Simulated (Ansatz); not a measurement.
# TaP3: relaxing a made-up structure

Starting from a made-up structure for TaP3, the aim is the relaxed cell, its shortest contacts and, where a second run follows, its electronic structure.

Program: Ansatz 0.2.0. Level of theory: DFT, PBEsol, plane-wave PAW, files of the set soft_1, scalar-relativistic, no spin, cell and ions relaxed at zero pressure; PAW set soft_1, in the first sound run; inputs show where later runs differ. Results are calculated unless marked as measured.

**1. The starting structure**

Symmetry: Pm-3n, No. 223, cubic system. Conventional cell: a = 4.928 Å, b = 4.928 Å, c = 4.928 Å, α = 90.00°, β = 90.00°, γ = 90.00°. Nearest to Ta lie 12 P at 2.75 Å. P has 2 P at 2.46 Å and 4 Ta at 2.75 Å nearest. Farther neighbours are not listed.

**2. Relaxing cell and atoms**

The guess takes its coordinates from another compound and its volume from a rule, so the cell and any free coordinates are relaxed together.

The input, input.yaml:

```yaml
crystal:
  lattice:
    - [4.928, 0.0, 0.0]
    - [0.0, 4.928, 0.0]
    - [0.0, 0.0, 4.928]
  atoms:
    - { symbol: Ta, position: [0.5, 0.5, 0.5] }
    - { symbol: Ta, position: [0.0, 0.0, 0.0] }
    - { symbol: P, position: [0.0, 0.5, 0.25] }
    - { symbol: P, position: [0.0, 0.5, 0.75] }
    - { symbol: P, position: [0.5, 0.25, 0.0] }
    - { symbol: P, position: [0.75, 0.0, 0.5] }
    - { symbol: P, position: [0.5, 0.75, 0.0] }
    - { symbol: P, position: [0.25, 0.0, 0.5] }
kpoints:
  mp_grid: { grid: [6, 6, 6] }
scf:
  occupations: { method: fermi_dirac, width: 0.05 }
hamiltonian:
  xc: pbesol
  pseudopotentials: { kind: paw, azcp: { folder: soft_1 }, xc_functional: pbe }
relax:
  f_tol: 0.015
  max_steps: 70
  cell: {}
output:
  forces: true
  stress: true
```

Started as:

```sh
$ ansatz run input.yaml --threads 4 --pin off --max-ram 10240MiB --backend cpu --events-out ev --progress --plain --runs-dir out
```

Numbers of over 12 decimals in the logs are rounded to 6 here.

What it wrote:

```text
Engine: ansatz 0.2.0, x86_64-unknown-linux-gnu
Pseudopotentials: kind: paw
Pseudopotential: Ta, paw, valence charge 13, recommended cutoff 420 eV (normal), soft_1/Ta.paw.azcp
Pseudopotential: P, paw, valence charge 5, recommended cutoff 420 eV (normal), soft_1/P.paw.azcp
Functional definition: PBEsol
  exchange = pbesol_x
  correlation = pbesol_c
Crystal: 8 atoms, lattice volume = 119.677 Å³
Basis set: ecut = 420 eV, 2325 PW (Γ), exchange–correlation on 72×72×72 points (8 copies of the dense FFT grid, shifted against one another)
Bands: 36, of which v1, the nominal top of the filled ones, is band 28 counted from 1 (27 counted from 0)
Symmetry: 48 space group operations
Space group: Pm-3n (ITA 223), of the structure as read, at distance tolerance 4.9e-5 Å
k-points: 20 of 216
Non-local potential: Ta, projectors of the file, l = 0: 3, l = 1: 2, l = 2: 2, l = 3: 1
Non-local potential: P, projectors of the file, l = 0: 2, l = 1: 2, l = 2: 1
PAW form: soft (Blöchl's): semilocal exchange-correlation on the pseudo side does not see the compensation charge
PAW frozen core: Ta, regenerated for the run's functional, and the local potential with it (the file was generated under x = pbe(κ = 0.804, μ = 0.219515), c = pbe(β = 0.066725))
PAW frozen core: P, regenerated for the run's functional, and the local potential with it (the file was generated under x = pbe(κ = 0.804, μ = 0.219515), c = pbe(β = 0.066725))
PAW one-centre angular grid: Ta, 590 points (default); XC on 64 Gauss nodes
PAW one-centre angular grid: P, 110 points (default); XC on 64 Gauss nodes
Initial density: superposition of atomic densities (chi_scale 0.1, normalization cell, long waves kept (reshape's long-wave potential 0.00 eV rms))
Initial wavefunctions: pseudopotential atomic-orbital guess
Functional: x = pbesol(κ = 0.804, μ = 0.123457), c = pbesol(β = 0.046)
SCF iter   1: F=—  HF=-24056.886968 eV  |F-HF|=—  |Δ(HF+E_count)|=         —  Δρ=4.00e-2  dr2=3.09e0  ethr=3.10e-3  ⟨swp⟩=6.1  Hψ=3321  notcnv=0  defer=1
preconditioner: auto → Kerker (q_TF=auto, 2.404 Å⁻¹)  [metal: Δε(μ)=0.058 eV  Ē_g=7.597 eV  σ=0.050 eV  W_gap=0.27  n_scr=26 (ndim 8)  ℏωp=21.5 eV  f_vac=0.000  D(μ)=4.44/eV (n_scr^D=32)]
SCF iter   2: F=—  HF=-24056.342950 eV  |F-HF|=—  |Δ(HF+E_count)|=   5.44e-1  Δρ=1.88e-2  dr2=3.43e-1  ethr=3.10e-3  ⟨swp⟩=2.9  Hψ=1139  notcnv=0  defer=18
SCF iter   3: F=—  HF=-24056.239924 eV  |F-HF|=—  |Δ(HF+E_count)|=   1.03e-1  Δρ=8.32e-3  dr2=7.29e-2  ethr=6.12e-4  ⟨swp⟩=2.0  Hψ=821  notcnv=0  defer=18
SCF iter   4: F=—  HF=-24056.216478 eV  |F-HF|=—  |Δ(HF+E_count)|=   2.34e-2  Δρ=8.55e-4  dr2=6.64e-4  ethr=1.30e-4  ⟨swp⟩=2.8  Hψ=1198  notcnv=0  defer=18
SCF iter   5: F=—  HF=-24056.216446 eV  |F-HF|=—  |Δ(HF+E_count)|=   3.11e-5  Δρ=1.53e-4  dr2=5.19e-5  ethr=1.19e-6  ⟨swp⟩=2.1  Hψ=1003  notcnv=0  defer=18
SCF iter   6: F=—  HF=-24056.216403 eV  |F-HF|=—  |Δ(HF+E_count)|=   4.39e-5  Δρ=1.95e-5  dr2=3.33e-7  ethr=9.26e-8  ⟨swp⟩=2.0  Hψ=960  notcnv=0  defer=18
SCF iter   7: F=-24056.216403 eV  HF=-24056.216403 eV  |F-HF|=1.06e-9  |Δ(HF+E_count)|=   5.54e-8  Δρ=2.32e-6  dr2=4.99e-9  ethr=1.79e-10  ⟨swp⟩=4.0  Hψ=2358  notcnv=0
SCF 1 converged in 7 iterations: F = -24056.216403 eV  dr2 = 4.99e-9
  greatest PAW one-centre occupation: 0.999 electrons in one spin orbital (limit 2), on the Ta atom at site 0 (counted from 0), in its partial waves of l = 0
relax step   1: F+E_penalty+E_count = -24056.21640252 eV  Δ(F+E_penalty+E_count) = +0.000e0 eV  max|allowed force component| = 1.420e-17 eV/Å  Δτ_max = 0.0000 Å  P = -7.863 GPa  Ω = 119.677 Å³  (7 SCF iters, dr2 threshold 1.00e-7 eV, accepted)
Crystal: 8 atoms, lattice volume = 110.830 Å³
Basis set: ecut = 420 eV, 2109 PW (Γ), exchange–correlation on 72×72×72 points (8 copies of the dense FFT grid, shifted against one another)
Initial density: handed on by an earlier stage of this run
Initial wavefunctions: those handed on with the density
iter 1 solved again at ethr=1.72e-4 eV; its pass at ethr=3.10e-3 eV (dr2=9.62e-2 eV) is discarded
SCF iter   1: F=—  HF=-24056.366483 eV  |F-HF|=—  |Δ(HF+E_count)|=         —  Δρ=6.16e-3  dr2=9.40e-2  ethr=1.72e-4  ⟨swp⟩=1.8  Hψ=3721  notcnv=0
preconditioner: auto → Kerker (q_TF=auto, 2.435 Å⁻¹)  [metal: Δε(μ)=0.047 eV  Ē_g=8.144 eV  σ=0.050 eV  W_gap=0.23  n_scr=26 (ndim 8)  ℏωp=22.3 eV  f_vac=0.000  D(μ)=5.79/eV (n_scr^D=56)]
SCF iter   2: F=—  HF=-24056.347714 eV  |F-HF|=—  |Δ(HF+E_count)|=   1.88e-2  Δρ=1.87e-3  dr2=4.96e-3  ethr=1.68e-4  ⟨swp⟩=2.1  Hψ=1060  notcnv=0
SCF iter   3: F=—  HF=-24056.346341 eV  |F-HF|=—  |Δ(HF+E_count)|=   1.37e-3  Δρ=8.58e-4  dr2=6.96e-4  ethr=8.85e-6  ⟨swp⟩=2.2  Hψ=909  notcnv=0
SCF iter   4: F=—  HF=-24056.346052 eV  |F-HF|=—  |Δ(HF+E_count)|=   2.88e-4  Δρ=9.04e-5  dr2=7.05e-6  ethr=1.24e-6  ⟨swp⟩=2.2  Hψ=1133  notcnv=0
SCF iter   5: F=-24056.346051 eV  HF=-24056.346051 eV  |F-HF|=1.53e-7  |Δ(HF+E_count)|=   1.81e-6  Δρ=1.24e-5  dr2=2.20e-7  ethr=1.43e-9  ⟨swp⟩=4.0  Hψ=2352  notcnv=0
SCF 2 converged in 5 iterations: F = -24056.346051 eV  dr2 = 2.20e-7
  greatest PAW one-centre occupation: 0.999 electrons in one spin orbital (limit 2), on the Ta atom at site 1 (counted from 0), in its partial waves of l = 0
relax step   2: F+E_penalty+E_count = -24056.34605053 eV  Δ(F+E_penalty+E_count) = -1.296e-1 eV  max|allowed force component| = 5.941e-17 eV/Å  Δτ_max = 0.0000 Å  P = +4.043 GPa  Ω = 110.830 Å³  energy of the carried Pulay correction = +1.054e-3 eV  (5 SCF iters, dr2 threshold 8.00e-7 eV, accepted)
Crystal: 8 atoms, lattice volume = 113.684 Å³
Basis set: ecut = 420 eV, 2205 PW (Γ), exchange–correlation on 72×72×72 points (8 copies of the dense FFT grid, shifted against one another)
iter 1 solved again at ethr=2.11e-5 eV; its pass at ethr=3.10e-3 eV (dr2=1.18e-2 eV) is discarded
SCF iter   1: F=—  HF=-24056.380117 eV  |F-HF|=—  |Δ(HF+E_count)|=         —  Δρ=2.11e-3  dr2=1.15e-2  ethr=2.11e-5  ⟨swp⟩=1.6  Hψ=3595  notcnv=0
preconditioner: auto → Kerker (q_TF=auto, 2.425 Å⁻¹)  [metal: Δε(μ)=0.024 eV  Ē_g=8.037 eV  σ=0.050 eV  W_gap=0.12  n_scr=26 (ndim 8)  ℏωp=22.0 eV  f_vac=0.000  D(μ)=6.79/eV (n_scr^D=80)]
SCF iter   2: F=—  HF=-24056.377841 eV  |F-HF|=—  |Δ(HF+E_count)|=   2.28e-3  Δρ=6.24e-4  dr2=5.52e-4  ethr=2.06e-5  ⟨swp⟩=2.0  Hψ=892  notcnv=0
SCF iter   3: F=—  HF=-24056.377635 eV  |F-HF|=—  |Δ(HF+E_count)|=   2.06e-4  Δρ=2.98e-4  dr2=8.66e-5  ethr=9.85e-7  ⟨swp⟩=2.1  Hψ=884  notcnv=0
SCF iter   4: F=—  HF=-24056.377607 eV  |F-HF|=—  |Δ(HF+E_count)|=   2.84e-5  Δρ=3.06e-5  dr2=8.02e-7  ethr=1.55e-7  ⟨swp⟩=2.1  Hψ=1134  notcnv=0
SCF iter   5: F=-24056.377606 eV  HF=-24056.377606 eV  |F-HF|=5.16e-9  |Δ(HF+E_count)|=   2.10e-7  Δρ=3.75e-6  dr2=1.33e-8  ethr=1.43e-9  ⟨swp⟩=4.0  Hψ=2122  notcnv=0
SCF 3 converged in 5 iterations: F = -24056.377606 eV  dr2 = 1.33e-8
relax step   3: F+E_penalty+E_count = -24056.37760631 eV  Δ(F+E_penalty+E_count) = -3.156e-2 eV  max|allowed force component| = 2.248e-17 eV/Å  Δτ_max = 0.0000 Å  P = -0.362 GPa  Ω = 113.684 Å³  energy of the carried Pulay correction = +7.054e-4 eV  (5 SCF iters, dr2 threshold 8.00e-7 eV, accepted)
Crystal: 8 atoms, lattice volume = 113.437 Å³
iter 1 solved again at ethr=1.41e-7 eV; its pass at ethr=3.10e-3 eV (dr2=7.90e-5 eV) is discarded
SCF iter   1: F=—  HF=-24056.377989 eV  |F-HF|=—  |Δ(HF+E_count)|=         —  Δρ=1.79e-4  dr2=8.22e-5  ethr=1.41e-7  ⟨swp⟩=2.0  Hψ=3441  notcnv=0
preconditioner: auto → Kerker (q_TF=auto, 2.425 Å⁻¹)  [metal: Δε(μ)=0.017 eV  Ē_g=8.037 eV  σ=0.050 eV  W_gap=0.09  n_scr=26 (ndim 8)  ℏωp=22.1 eV  f_vac=0.000  D(μ)=6.59/eV (n_scr^D=80)]
SCF iter   2: F=—  HF=-24056.377920 eV  |F-HF|=—  |Δ(HF+E_count)|=   6.88e-5  Δρ=5.26e-5  dr2=3.79e-6  ethr=1.41e-7  ⟨swp⟩=2.0  Hψ=895  notcnv=0
SCF iter   3: F=—  HF=-24056.377919 eV  |F-HF|=—  |Δ(HF+E_count)|=   1.10e-6  Δρ=2.52e-5  dr2=6.11e-7  ethr=5.84e-10  ⟨swp⟩=4.1  Hψ=2353  notcnv=0
SCF iter   4: F=-24056.377918 eV  HF=-24056.377918 eV  |F-HF|=2.39e-9  |Δ(HF+E_count)|=   2.11e-7  Δρ=2.55e-6  dr2=6.11e-9  ethr=5.84e-10  ⟨swp⟩=4.0  Hψ=2270  notcnv=0
SCF 4 converged in 4 iterations: F = -24056.377918 eV  dr2 = 6.11e-9
relax step   4: F+E_penalty+E_count = -24056.37791839 eV  Δ(F+E_penalty+E_count) = -3.121e-4 eV  max|allowed force component| = 3.455e-17 eV/Å  Δτ_max = 0.0000 Å  P = -0.004 GPa  Ω = 113.437 Å³  energy of the carried Pulay correction = +7.352e-4 eV  (4 SCF iters, dr2 threshold 3.27e-7 eV, accepted)
Initial wavefunctions: pseudopotential atomic-orbital guess (no wavefunctions were taken with the density)
iter 1 solved again at ethr=1.94e-7 eV; its pass at ethr=3.10e-3 eV (dr2=1.09e-4 eV) is discarded
SCF iter   1: F=—  HF=-24056.377351 eV  |F-HF|=—  |Δ(HF+E_count)|=         —  Δρ=4.72e-5  dr2=3.13e-7  ethr=1.94e-7  ⟨swp⟩=3.2  Hψ=5046  notcnv=0
preconditioner: auto → Kerker (q_TF=auto, 2.425 Å⁻¹)  [metal: Δε(μ)=0.017 eV  Ē_g=8.039 eV  σ=0.050 eV  W_gap=0.09  n_scr=26 (ndim 8)  ℏωp=22.1 eV  f_vac=0.000  D(μ)=6.60/eV (n_scr^D=80)]
SCF iter   2: F=—  HF=-24056.377295 eV  |F-HF|=—  |Δ(HF+E_count)|=   5.56e-5  Δρ=2.49e-5  dr2=8.66e-8  ethr=5.59e-10  ⟨swp⟩=2.3  Hψ=1403  notcnv=0  defer=1
SCF iter   3: F=—  HF=-24056.377295 eV  |F-HF|=—  |Δ(HF+E_count)|=   5.12e-8  Δρ=1.02e-6  dr2=1.47e-9  ethr=1.55e-10  ⟨swp⟩=2.0  Hψ=879  notcnv=0  defer=1
SCF iter   4: F=—  HF=-24056.377295 eV  |F-HF|=—  |Δ(HF+E_count)|=  2.33e-10  Δρ=3.91e-7  dr2=1.05e-10  ethr=2.63e-12  ⟨swp⟩=2.0  Hψ=980  notcnv=0  defer=1
SCF iter   5: F=-24056.377295 eV  HF=-24056.377295 eV  |F-HF|=1.09e-11  |Δ(HF+E_count)|=  1.09e-11  Δρ=1.06e-7  dr2=1.24e-11  ethr=1.00e-12  ⟨swp⟩=5.6  Hψ=2525  notcnv=0
SCF 5 converged in 5 iterations: F = -24056.377295 eV  dr2 = 1.24e-11
relax step   5: F+E_penalty+E_count = -24056.37729549 eV  Δ(F+E_penalty+E_count) = +6.229e-4 eV  max|allowed force component| = 3.545e-17 eV/Å  Δτ_max = 0.0000 Å  P = -0.008 GPa  Ω = 113.437 Å³  stress off target by 8.47e-3 GPa  SCF on the basis re-selected at this cell (its energy is not comparable with the rows above)  (5 SCF iters)
basis re-selected at this cell: Δ(F+E_penalty+E_count) = +6.229e-4 eV, ΔP = -0.004 GPa vs the last step (what re-selecting the basis moved, of the pressure what is left beyond the Pulay correction that the steps carried, after the strain that the cell walked since its last selection, with what the two solves' SCF thresholds leave and, on support functions, any second-order correction that the steps lacked; it is no m [...]
SCF converged after 5 iterations
Free energy (F): -24056.377295 eV
Harris-Foulkes:  -24056.377295 eV  (|F-HF|=1.09e-11)
Internal energy: -24056.326612 eV  (E = F + TS)
E sigma→0 (E₀):  -24056.351953 eV
Entropy (-TS):   -0.050684 eV (-6.335 meV/atom)
Fermi energy:    14.686812 eV
--- Per-component energies (eV) ---
  E_band       = -95.945135
  E_kinetic    = 1210.588486
  E_local      = -1548.577546  (includes V_loc(G=0)·N_el)
  E_nonlocal   = 177.054747
  E_hartree    = 582.486405
  E_xc         = -1078.568567
  E_vxc        = -844.142766  (∫ρ·V_xc dr)
  E_paw        = -19621.436150  (= ΣΔE_a)
  E_vpaw       = -255.840975  (= ΣTr[D̂ρ^β])
  E_aug_tail   = 0.000205  (compensation charges beyond the density's cutoff)
  E_ewald      = -3778.578194
  E_core_change = 0.704002  (= ΣΔE_core)
  E_smearing   = -0.050684  (= −TS)
  E_closure    = 0.000000  (closes the sum)
  Σ components = -24056.377295   (vs F -24056.377295, Δ=0.00e0)
--- Forces (eV/Å), atoms counted from 1 ---
  atom   1  Ta     0.00000000    -0.00000000     0.00000000
  atom   2  Ta    -0.00000000     0.00000000     0.00000000
  atom   3  P      0.00000000     0.00000000    -0.00000000
  atom   4  P     -0.00000000    -0.00000000     0.00000000
  atom   5  P      0.00000000    -0.00000000    -0.00000000
  atom   6  P     -0.00000000    -0.00000000    -0.00000000
  atom   7  P     -0.00000000     0.00000000     0.00000000
  atom   8  P      0.00000000     0.00000000     0.00000000
  max |Σ_I F_I| component: 8.10e-18 eV/Å
--- Stress (GPa, compression-positive) ---
       -0.008471       0.000000       0.000000
        0.000000      -0.008471       0.000000
        0.000000       0.000000      -0.008471
  P = ⅓ Tr σ = -0.0085 GPa (-0.085 kbar)
--- Relaxed structure (4 steps of the walk, 4 accepted, 1 SCFs on fresh bases) ---
  F+E_penalty+E_count = -24056.37729549 eV   max|allowed force component| = 3.545e-17 eV/Å   (the final SCF, on the basis selected at the relaxed cell)
  cell:  # Å, volume = 113.4372 Å³
    - [4.840815, 0, 0]
    - [0, 4.840815, 0.0]
    - [0, 0, 4.840815]
  atoms:
    - { symbol: Ta, position: [0.5, 0.5, 0.5] }
    - { symbol: Ta, position: [0, 0, 0] }
    - { symbol: P, position: [0, 0.5, 0.25] }
    - { symbol: P, position: [0, 0.5, 0.75] }
    - { symbol: P, position: [0.5, 0.25, 0] }
    - { symbol: P, position: [0.75, 0, 0.5] }
    - { symbol: P, position: [0.5, 0.75, 0] }
    - { symbol: P, position: [0.25, 0, 0.5] }
```

It took 4.6 s on 4 threads of AMD EPYC 7B13 (Zen 3), shared host; peak memory 0.5 GiB; 15 s of CPU time.

The steps of the relaxation:

```
step  energy less that of the first step (eV)  largest force component (eV/Å)  pressure (GPa)  volume (Å³)
   1                                   0.0000                          0.0000           -7.86       119.68
   2                                  -0.1296                          0.0000            4.04       110.83
   3                                  -0.1612                          0.0000           -0.36       113.68
   4                                  -0.1615                          0.0000            0.00       113.44
  5*                                  -0.1609                          0.0000           -0.01       113.44
```

Relaxation steps marked * repeat the geometry before them on a plane-wave basis chosen anew for their cell, so energy and pressure can jump there.

Forces are held to the 48 operations that the run works with; a distortion that breaks them can't arise in this run.

```
conventional cell, symmetrised  before  after  change
                         a (Å)   4.928  4.841  -1.8 %
                         b (Å)   4.928  4.841  -1.8 %
                         c (Å)   4.928  4.841  -1.8 %
              volume (Å³/atom)   14.96  14.18  -5.2 %
```

Final coordinates:

```cif
data_structure
_symmetry_space_group_name_H-M 'P 1'
_symmetry_Int_Tables_number 1
_cell_length_a 4.8408
_cell_length_b 4.8408
_cell_length_c 4.8408
_cell_angle_alpha 90.000
_cell_angle_beta 90.000
_cell_angle_gamma 90.000
_cell_volume 113.44
loop_
_atom_site_label
_atom_site_type_symbol
_atom_site_fract_x
_atom_site_fract_y
_atom_site_fract_z
_atom_site_occupancy
Ta1 Ta 0.50000 0.50000 0.50000 1
Ta2 Ta 0.00000 0.00000 0.00000 1
P3 P 0.00000 0.50000 0.25000 1
P4 P 0.00000 0.50000 0.75000 1
P5 P 0.50000 0.25000 0.00000 1
P6 P 0.75000 0.00000 0.50000 1
P7 P 0.50000 0.75000 0.00000 1
P8 P 0.25000 0.00000 0.50000 1
```

Numbers from this step:

| Property | Result |
| --- | --- |
| free energy | -24056.3773 eV |
| energy at zero smearing | -24056.3520 eV |
| smearing term TS | 0.05068 eV |
| Fermi energy | 14.69 eV |
| electrons | 56 |
| symmetry operations | 48 |
| pressure | -0.008471 GPa |

Shortest distances by pair of elements, guess and relaxed (not always the same contact):

```
 pair  guess (Å)  relaxed (Å)
  P–P      2.464        2.420
 P–Ta      2.755        2.706
Ta–Ta      4.268        4.192
```

The relaxation ends with a pressure of -0.01 GPa.

(Continued in part 2 of 2.)

[Logs are printed without paths, hosts, clocks, repeated set-up lines and the standing remarks that a program may print on its own settings, such as how far it seeks lower states.]

[Hosts, paths, dates, database ids (printed as entryN), source tags and the programs' standing remarks are cut or masked in the printed files.]
